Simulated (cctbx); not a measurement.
**Lattice, Laue class and space group of a new crystal**

Cell: a = 5.9660 Å, b = 9.4390 Å, c = 4.3190 Å, α = 90.00°, β = 90.00°, γ = 90.00°. Expected content of the cell: Ho4 Mn12.

The data are simulated with cctbx, not measured: Ag Kα, λ = 0.56087 Å, to d = 0.65 Å, 95 % of the full sphere, strongest reflection 70000 counts, noise from counting, a 1.5 % proportional error and a noise floor of 4 counts (s.d.); no absorption.

A first pass over the reflections prints:

```text
3547 reflections to d = 0.650 A
centring   violations  <I/sigma> of those
    A        753 of  1774     13.9
    B        753 of  1781     13.9
    C          0 of  1779      0.0
    I        782 of  1781     13.9
    R       1052 of  2355     13.9
    F        753 of  2667      9.3
Laue class    unique    Rint  (classes that these axes allow; Friedel mates merged)
C 1 2/m 1         495   0.015
C 2/m 1 1         506   0.015
C m m m           295   0.016
space group    extra absences  I>4sigma  <I/sigma>
C 2 2 21                6          0      -0.3  acentric
C 2 2 2                 0          0         -  acentric
C m m 2                 0          0         -  acentric
C m c 21               46          0      -0.1  acentric
C 2 m m                 0          0         -  acentric
C m 2 m                 0          0         -  acentric
C 2 c m                46          0      -0.1  acentric
C m c m                46          0      -0.1  centric
C m m m                 0          0         -  centric
Wilson B = 1.57 A^2   <|E^2-1|> = 0.721 (0.968 centric, 0.736 acentric)   E^2>4: 2.1 %
shell (A)         n   <I/sigma>
 5.04 - 1.29     47     81.8
 1.29 - 1.03     37     72.8
 1.03 - 0.90     36     78.2
 0.90 - 0.82     37     66.8
 0.82 - 0.76     36     54.1
 0.76 - 0.72     30     47.7
 0.72 - 0.68     37     45.3
 0.68 - 0.65     35     42.6
```

Q: Read the symmetry from these tables.

The reflections that C centring forbids are absent (⟨I/σ⟩ near 0), so the lattice is C.

Rint stays low (0.015) up to C m m m, the highest class in these axes.

9 settings pass the absence test. The most absences obeyed, 46, belong to C m c 21, C 2 c m and C m c m, which absences can't tell apart.

⟨|E²−1|⟩ = 0.721 leans to a non-centrosymmetric structure. Here that hint misleads: the statistic assumes many like atoms on general positions, and few, heavy or special-position atoms break it. The Wilson B of 1.57 Å² means U ≈ 0.0199 Å².

The true group is Cmcm (no. 63), Laue class mmm, centrosymmetric. The tables only narrow the choice to the tied entries; cell content, site symmetry and trial solutions must settle it.

This is a model crystal, built by substitution and not relaxed, with assumed displacement parameters.

[Logs are printed without paths, hosts, clocks, repeated set-up lines and the standing remarks that a program may print on its own settings, such as how far it seeks lower states.]
